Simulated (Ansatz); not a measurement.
# The valence band of GaH13C4N2 as photoemission sees it, part 2 of 3

Aim: the valence spectrum of GaH13C4N2 from He I to hard X-rays, and which orbitals make each feature.

Ansatz 0.2.0; DFT, PBE, plane-wave PAW, default files, scalar-relativistic (the session's first sound run).

So far. Step 2 (Self-consistent run, DOS and bands): At this level the gap is 3.45 eV on the path.

## 3. With r²SCAN

This step: DFT, r2SCAN, plane-wave PAW, default files, scalar-relativistic (Ansatz 0.2.0).

The run is repeated with r²SCAN on the same cell, to see how much the levels hang on the functional.

Input file input.yaml:

```yaml
crystal:
  lattice:
    - [6.433141, 0.0, 0.0]
    - [1.656468, 6.972119, 0.0]
    - [2.504846, 0.710069, 8.45385]
  atoms:
    - { symbol: Ga, position: [0.548081, 0.089008, 0.125101] }
    - { symbol: Ga, position: [0.451919, 0.910992, 0.874899] }
    - { symbol: "N", position: [0.499489, 0.17617, 0.905433] }
    - { symbol: "N", position: [0.500511, 0.82383, 0.094567] }
    - { symbol: "N", position: [0.341105, 0.220697, 0.28898] }
    - { symbol: "N", position: [0.658895, 0.779303, 0.71102] }
    - { symbol: C, position: [0.301625, 0.767856, 0.206955] }
    - { symbol: C, position: [0.588247, 0.741569, 0.578638] }
    - { symbol: C, position: [0.305089, 0.330555, 0.89761] }
    - { symbol: C, position: [0.694911, 0.669445, 0.10239] }
    - { symbol: C, position: [0.897047, 0.752316, 0.674887] }
    - { symbol: C, position: [0.411753, 0.258431, 0.421362] }
    - { symbol: C, position: [0.698375, 0.232144, 0.793045] }
    - { symbol: C, position: [0.102953, 0.247684, 0.325113] }
    - { symbol: H, position: [0.151403, 0.871908, 0.194536] }
    - { symbol: H, position: [0.358983, 0.162174, 0.529235] }
    - { symbol: H, position: [0.205628, 0.922715, 0.875989] }
    - { symbol: H, position: [0.658978, 0.592033, 0.545713] }
    - { symbol: H, position: [0.320032, 0.4647, 0.937463] }
    - { symbol: H, position: [0.021965, 0.399086, 0.348381] }
    - { symbol: H, position: [0.152241, 0.288285, 0.971829] }
    - { symbol: H, position: [0.592939, 0.23874, 0.393031] }
    - { symbol: H, position: [0.966022, 0.842754, 0.567575] }
    - { symbol: H, position: [0.048257, 0.212159, 0.227768] }
    - { symbol: H, position: [0.679968, 0.5353, 0.062537] }
    - { symbol: H, position: [0.847759, 0.711715, 0.028171] }
    - { symbol: H, position: [0.688073, 0.238213, 0.670005] }
    - { symbol: H, position: [0.641017, 0.837826, 0.470765] }
    - { symbol: H, position: [0.848597, 0.128092, 0.805464] }
    - { symbol: H, position: [0.794372, 0.077285, 0.124011] }
    - { symbol: H, position: [0.715031, 0.375693, 0.813542] }
    - { symbol: H, position: [0.311927, 0.761787, 0.329995] }
    - { symbol: H, position: [0.341022, 0.407967, 0.454287] }
    - { symbol: H, position: [0.978035, 0.600914, 0.651619] }
    - { symbol: H, position: [0.407061, 0.76126, 0.606969] }
    - { symbol: H, position: [0.951743, 0.787841, 0.772232] }
    - { symbol: H, position: [0.711468, 0.637535, 0.224755] }
    - { symbol: H, position: [0.033978, 0.157246, 0.432425] }
    - { symbol: H, position: [0.288532, 0.362465, 0.775245] }
    - { symbol: H, position: [0.284969, 0.624307, 0.186458] }
kpoints:
  mp_grid: { grid: [4, 4, 4] }
  band_path:
    path:
      - [[0.0, 0.0, 0.0], [0.0, 0.0, -0.5]]
      - [[0.0, -0.5, 0.0], [0.0, 0.0, 0.0], [-0.5, 0.0, 0.0]]
      - [[-0.5, -0.5, -0.5], [0.0, 0.0, 0.0], [-0.5, -0.5, 0.0]]
      - [[-0.5, 0.0, -0.5], [0.0, 0.0, 0.0], [0.0, -0.5, -0.5]]
    npoints: 8
scf:
  occupations: { method: fermi_dirac, width: 0.02 }
  n_extra_bands: 40
hamiltonian:
  xc: r2scan
  pseudopotentials: { kind: paw }
output:
  forces: true
  stress: true
  dos:
    projected:
      site_lists:
        Ga: [0, 1]
        "N": [2, 3, 4, 5]
        C: [6, 7, 8, 9, 10, 11, 12, 13]
        H: [14, 15, 16, 17, 18, 19, 20, 21, 22, 23, 24, 25, 26, 27, 28, 29, 30, 31, 32, 33, 34, 35, 36, 37, 38, 39]
    de: 0.05
    e_range: [-36, 12]
    nscf_kmesh: { grid: [6, 6, 4] }
  fatbands: true
```

The run is started by

```bash
$ ansatz run input.yaml --threads 2 --pin off --max-ram 6144MiB --backend cpu --events-out ev --progress --plain --runs-dir out
```

Wall time 6.9 min (2 threads of Arm Neoverse V1, shared host); peak memory 2.4 GiB; 14 min of CPU time.

Numbers from this step:

```yaml
free_energy: -11553.1362 eV
fermi_energy: 2.822 eV
pressure: -2.171 GPa
gap_on_the_k_mesh: 3.821 eV
share_of_occupied_states_in_no_projected_shell: 0.0078 of the occupied states in the window
gap_on_the_path: 3.821 eV
least_direct_gap_on_the_path: 3.944 eV
```

Electronic bands along the path, in eV, zero at the valence-band maximum; v1 is the highest filled band, c1 the lowest empty one:

```
    point     v4     v3     v2     v1    c1    c2    c3    c4
        Γ  -1.93  -1.61  -0.27  -0.25  3.87  4.68  4.97  5.07
  halfway  -1.93  -1.66  -0.32  -0.18  3.98  4.61  4.77  4.88
        X  -1.93  -1.72  -0.35  -0.15  4.09  4.62  4.67  4.67
jump to Y  -2.04  -1.77  -0.39   0.00  3.94  4.81  4.84  4.88
  halfway  -1.99  -1.69  -0.36  -0.08  3.96  4.52  4.87  5.00
        Γ  -1.93  -1.61  -0.27  -0.25  3.87  4.68  4.97  5.07
  halfway  -1.95  -1.69  -0.40  -0.12  4.17  4.57  4.61  4.98
        Z  -1.97  -1.80  -0.46  -0.07  4.34  4.53  4.63  4.79
jump to R  -2.06  -2.03  -0.18  -0.14  4.10  4.38  4.59  4.89
  halfway  -1.99  -1.84  -0.26  -0.15  4.26  4.33  4.63  4.82
        Γ  -1.93  -1.61  -0.27  -0.25  3.87  4.68  4.97  5.07
  halfway  -1.99  -1.77  -0.32  -0.14  4.10  4.51  4.79  4.81
        T  -2.01  -1.98  -0.38  -0.04  4.31  4.47  4.69  4.72
jump to U  -2.00  -1.85  -0.28  -0.16  4.22  4.27  4.78  4.99
  halfway  -1.96  -1.73  -0.30  -0.19  4.24  4.47  4.57  5.05
        Γ  -1.93  -1.61  -0.27  -0.25  3.87  4.68  4.97  5.07
  halfway  -1.98  -1.76  -0.36  -0.07  4.12  4.19  4.77  4.99
        V  -2.06  -1.89  -0.18  -0.15  3.82  4.57  4.63  4.78
```

Of the projections kept (Ga s, Ga p, N s, N p, C s, C p, H s, not projected), the largest for each band there; the rest of the weight can lie on other orbitals:

```
point        v4        v3        v2        v1         c1         c2         c3         c4
    Γ  N p 0.56  N p 0.49  N p 0.67  N p 0.75   H s 0.39  Ga p 0.42   C p 0.21  Ga p 0.39
    X  N p 0.56  N p 0.46  N p 0.72  N p 0.72   H s 0.27   N s 0.22   H s 0.38  Ga p 0.42
    Y  N p 0.53  N p 0.49  N p 0.68  N p 0.76  Ga p 0.33   H s 0.28  Ga p 0.30   H s 0.27
    Γ  N p 0.56  N p 0.49  N p 0.67  N p 0.75   H s 0.39  Ga p 0.42   C p 0.21  Ga p 0.39
    Z  N p 0.57  N p 0.50  N p 0.67  N p 0.74   H s 0.21  Ga p 0.23   H s 0.36   H s 0.27
    R  N p 0.52  N p 0.50  N p 0.71  N p 0.74  Ga p 0.45   H s 0.22  Ga p 0.23   H s 0.26
```

The DOS has structure finer than the step of the table below, so its rows give means over 1 eV, whole bins alone (the curve runs from -20.7 to 10.9 eV). Peaks (eV: height): total -18.4: 39.2, -14.4: 79.0, -6.4: 31.2, -4.7: 29.7; C 2p -6.8: 12.6, -6.4: 16.0, -5.3: 13.2, -4.7: 14.7; H 1s -13.4: 7.59, -6.4: 6.65, -5.3: 8.81, -4.7: 10.9; N 2p -6.4: 7.74, -2.0: 9.81, -0.3: 8.06, -0.1: 10.2; Ga 4p -2.9: 2.54, -2.0: 2.45, 4.9: 2.06, 5.1: 2.24.

Table of DOS by E, zero at the valence-band maximum; means over each step; 7 of 9 lines; values in states/eV/cell:

| E (eV) | total | C 2p | H 1s | N 2p | Ga 4p | C 2s | Ga 4s |
| --- | --- | --- | --- | --- | --- | --- | --- |
| -20 | 0 | 0 | 0 | 0 | 0 | 0 | 0 |
| -19 | 4.04 | 0.467 | 0.347 | 0.0714 | 0.222 | 0.935 | 0.0853 |
| -18 | 3.96 | 0.457 | 0.369 | 0.0724 | 0.162 | 1.01 | 0.0509 |
| -17 | 0 | 0 | 0 | 0 | 0 | 0 | 0 |
| -16 | 0 | 0 | 0 | 0 | 0 | 0 | 0 |
| -15 | 4.90 | 0.00864 | 0.123 | 0.159 | 0.00447 | 0.165 | 5.4e-4 |
| -14 | 19.8 | 0.0681 | 1.53 | 0.916 | 0.0275 | 2.46 | 0.00404 |
| -13 | 3.29 | 0.0386 | 0.988 | 0.481 | 0.00849 | 1.60 | 4.0e-4 |
| -12 | 2.00 | 0.277 | 0.548 | 0.168 | 0.0362 | 0.514 | 0.121 |
| -11 | 6.00 | 1.25 | 1.81 | 0.156 | 0.0572 | 1.34 | 0.0899 |
| -10 | 0 | 0 | 0 | 0 | 0 | 0 | 0 |
| -9 | 0.489 | 0.168 | 0.0965 | 0.134 | 0.00635 | 0.00484 | 0.0625 |
| -8 | 3.71 | 1.30 | 0.693 | 1.06 | 0.0445 | 0.0271 | 0.501 |
| -7 | 14.4 | 7.19 | 3.21 | 3.20 | 0.324 | 0.0764 | 0.0493 |
| -6 | 7.12 | 3.71 | 1.81 | 1.35 | 0.0513 | 0.0260 | 0.0716 |
| -5 | 14.5 | 7.49 | 5.25 | 0.845 | 0.0945 | 0.0384 | 0.653 |
| -4 | 5.79 | 2.50 | 1.94 | 0.861 | 0.257 | 0.0275 | 0.108 |
| -3 | 6.00 | 0.926 | 1.77 | 1.99 | 0.939 | 0.0333 | 0.0297 |
| -2 | 4.00 | 0.302 | 1.01 | 2.06 | 0.542 | 0.00743 | 0.0147 |
| -1 | 0.00389 | 1.0e-4 | 8.1e-4 | 0.00259 | 2.5e-4 | 0 | 3.1e-6 |
| 0 | 4.00 | 0.118 | 0.765 | 2.87 | 0.126 | 0.00422 | 0.00249 |
| 1 | 0 | 0 | 0 | 0 | 0 | 0 | 0 |
| 2 | 0 | 0 | 0 | 0 | 0 | 0 | 0 |
| 3 | 0 | 0 | 0 | 0 | 0 | 0 | 0 |
| 4 | 3.33 | 0.295 | 0.720 | 0.161 | 0.828 | 0.444 | 0.172 |
| 5 | 8.76 | 0.950 | 2.02 | 0.349 | 1.63 | 0.810 | 0.512 |
| 6 | 9.45 | 1.26 | 2.38 | 0.445 | 0.978 | 0.559 | 0.446 |
| 7 | 9.97 | 1.45 | 2.36 | 0.473 | 1.01 | 0.344 | 0.364 |
| 8 | 10.5 | 1.72 | 2.66 | 0.398 | 0.682 | 0.311 | 0.172 |
| 9 | 11.5 | 2.21 | 2.94 | 0.593 | 0.763 | 0.343 | 0.150 |
| 10 | 12.4 | 2.46 | 2.88 | 0.827 | 0.643 | 0.500 | 0.0915 |

Side by side:

```csv
quantity,this run,base run,difference
gap on the path (eV),3.8208,3.4549,0.366
least direct gap on the path (eV),3.9443,3.5644,0.380
gap on the k-mesh (eV),3.8208,3.4549,0.366
```

The two runs differ clearly in the least direct gap on the path: 3.94 eV against 3.56 eV.

At this level the gap is 3.82 eV on the path.

## 4. With PBEsol

This step: DFT, PBEsol, plane-wave PAW, default files, scalar-relativistic (Ansatz 0.2.0).

The run is repeated with PBEsol on the same cell, to see how much the levels hang on the functional.

Changes to input.yaml since step 3:

```diff
@@ -59,3 +59,3 @@
 hamiltonian:
-  xc: r2scan
+  xc: pbesol
   pseudopotentials: { kind: paw }
```

Run time: 3.9 min. Hardware: 2 threads; peak memory 1.5 GiB; 7.8 min of CPU time.

This step gave:

* free energy: -11385.9071 eV
* Fermi energy: 2.842 eV
* pressure: -0.8875 GPa
* gap on the k-mesh: 3.324 eV
* share of occupied states in no projected shell: 0.0071 of the occupied states in the window
* gap on the path: 3.324 eV
* least direct gap on the path: 3.453 eV

Electronic bands along the path, in eV, zero at the valence-band maximum; v1 is the highest filled band, c1 the lowest empty one:

| point | v4 | v3 | v2 | v1 | c1 | c2 | c3 | c4 |
| --- | --- | --- | --- | --- | --- | --- | --- | --- |
| Γ | -1.88 | -1.56 | -0.28 | -0.25 | 3.39 | 4.16 | 4.43 | 4.51 |
| halfway | -1.89 | -1.61 | -0.33 | -0.19 | 3.50 | 4.09 | 4.25 | 4.34 |
| X | -1.89 | -1.67 | -0.35 | -0.15 | 3.60 | 4.11 | 4.12 | 4.16 |
| jump to Y | -2.00 | -1.72 | -0.41 | 0.00 | 3.45 | 4.24 | 4.34 | 4.34 |
| halfway | -1.95 | -1.64 | -0.38 | -0.09 | 3.47 | 4.01 | 4.32 | 4.43 |
| Γ | -1.88 | -1.56 | -0.28 | -0.25 | 3.39 | 4.16 | 4.43 | 4.51 |
| halfway | -1.91 | -1.64 | -0.41 | -0.13 | 3.67 | 4.03 | 4.08 | 4.44 |
| Z | -1.93 | -1.75 | -0.47 | -0.07 | 3.80 | 4.00 | 4.10 | 4.28 |
| jump to R | -2.02 | -1.99 | -0.19 | -0.15 | 3.60 | 3.84 | 4.05 | 4.37 |
| halfway | -1.95 | -1.79 | -0.27 | -0.15 | 3.75 | 3.83 | 4.09 | 4.27 |
| Γ | -1.88 | -1.56 | -0.28 | -0.25 | 3.39 | 4.16 | 4.43 | 4.51 |
| halfway | -1.95 | -1.73 | -0.33 | -0.14 | 3.60 | 3.99 | 4.24 | 4.28 |
| T | -1.97 | -1.94 | -0.39 | -0.04 | 3.80 | 3.93 | 4.14 | 4.21 |
| jump to U | -1.96 | -1.81 | -0.28 | -0.16 | 3.69 | 3.75 | 4.26 | 4.43 |
| halfway | -1.92 | -1.69 | -0.30 | -0.19 | 3.75 | 3.93 | 4.04 | 4.50 |
| Γ | -1.88 | -1.56 | -0.28 | -0.25 | 3.39 | 4.16 | 4.43 | 4.51 |
| halfway | -1.94 | -1.72 | -0.36 | -0.07 | 3.62 | 3.70 | 4.22 | 4.42 |
| V | -2.02 | -1.84 | -0.18 | -0.15 | 3.32 | 4.04 | 4.09 | 4.26 |

Of the projections kept (Ga s, Ga p, N s, N p, C s, C p, H s, not projected), the largest for each band there; the rest of the weight can lie on other orbitals:

```
point        v4        v3        v2        v1         c1         c2         c3         c4
    Γ  N p 0.55  N p 0.48  N p 0.66  N p 0.74   H s 0.38  Ga p 0.42   H s 0.21  Ga p 0.35
    X  N p 0.55  N p 0.44  N p 0.71  N p 0.71   H s 0.26   N s 0.22  Ga p 0.42   H s 0.37
    Y  N p 0.51  N p 0.48  N p 0.66  N p 0.75  Ga p 0.33   H s 0.26   H s 0.27  Ga p 0.26
    Γ  N p 0.55  N p 0.48  N p 0.66  N p 0.74   H s 0.38  Ga p 0.42   H s 0.21  Ga p 0.35
    Z  N p 0.56  N p 0.48  N p 0.66  N p 0.74   H s 0.21  Ga p 0.23   H s 0.36   H s 0.28
    R  N p 0.50  N p 0.48  N p 0.70  N p 0.74  Ga p 0.45   H s 0.22  Ga p 0.23   H s 0.26
```

Simulated valence spectra by photon energy, shown to 13 eV, since a deeper line would dwarf them at some energies; the 100 % can be that line's tail at the edge; this run's widths, added to any smearing of the DOS itself: Gaussian 0.3 eV, Lorentzian 0.2 eV plus 0.03 an eV of depth. Table of intensity by binding energy, zero at the valence-band maximum; values in % of the maximum within 13 eV:

```csv
binding energy (eV),21.2 eV,150 eV,400 eV,1486.7 eV,5950 eV
-1.0,1.33,0.956,0.621,0.614,0.913
-0.5,3.07,1.85,0.937,0.867,1.29
0.0,28.9,15.1,5.20,3.87,5.21
0.5,22.0,11.7,4.37,3.91,6.06
1.0,4.75,2.64,1.38,1.50,2.65
1.5,14.3,6.93,3.35,4.16,8.13
2.0,35.3,16.5,7.28,9.15,17.7
2.5,19.9,9.53,5.51,8.05,17.4
3.0,48.7,24.0,13.5,19.7,41.7
3.5,25.2,10.5,5.67,8.67,25.8
4.0,50.3,14.6,6.02,7.92,26.9
4.5,89.4,22.2,8.17,12.5,59.9
5.0,84.6,21.7,8.75,15.7,81.0
5.5,46.4,13.4,5.84,9.56,45.2
6.0,55.8,18.9,7.14,6.45,15.7
6.5,99.0,34.5,12.7,10.6,20.4
7.0,82.8,29.7,11.9,11.6,24.3
7.5,26.0,11.3,5.87,7.63,25.6
8.0,28.4,14.5,8.48,16.9,85.3
8.5,15.9,10.2,6.87,11.4,47.7
9.0,4.70,6.63,5.63,6.98,16.3
9.5,2.51,8.94,8.00,9.84,18.1
10.0,1.67,23.4,20.0,27.8,54.3
10.5,-,37.3,31.7,44.7,87.3
11.0,-,25.7,23.0,30.5,60.9
11.5,-,21.6,20.9,24.1,39.3
12.0,-,25.2,25.7,25.7,27.6
12.5,-,53.5,52.0,53.9,59.4
```

Spectra as before, but with a recipe of its own (widths, and in some runs the light), which changes peak heights and what is resolved: Gaussian 0.3 eV, Lorentzian 0.2 eV plus 0.03 times the binding energy, linear light, analyser at 0°, Fermi edge at 300 K; some photon energies differ too.

The two runs compared:

```
                         quantity  this run  base run  difference
             gap on the path (eV)    3.3238    3.4549      -0.131
least direct gap on the path (eV)    3.4526    3.5644      -0.112
           gap on the k-mesh (eV)    3.3238    3.4549      -0.131
```

The two runs differ clearly in the gap on the k-mesh: 3.32 eV against 3.45 eV.

At this level the gap is 3.32 eV on the path.

(Part 2 of 3 ends here.)

[Logs are printed without paths, hosts, clocks, repeated set-up lines and the standing remarks that a program may print on its own settings, such as how far it seeks lower states.]

[Hosts, paths, dates, database ids (printed as entryN), source tags and the programs' standing remarks are cut or masked in the printed files.]

[Maps of the electrostatic potential energy from Ansatz leave out the sawtooth potential of an applied field or a dipole correction, so their vacuum need not be flat; work functions include it.]

[Peak lists hold at most the 14 tallest peaks of each spectrum; further lines can be left out.]
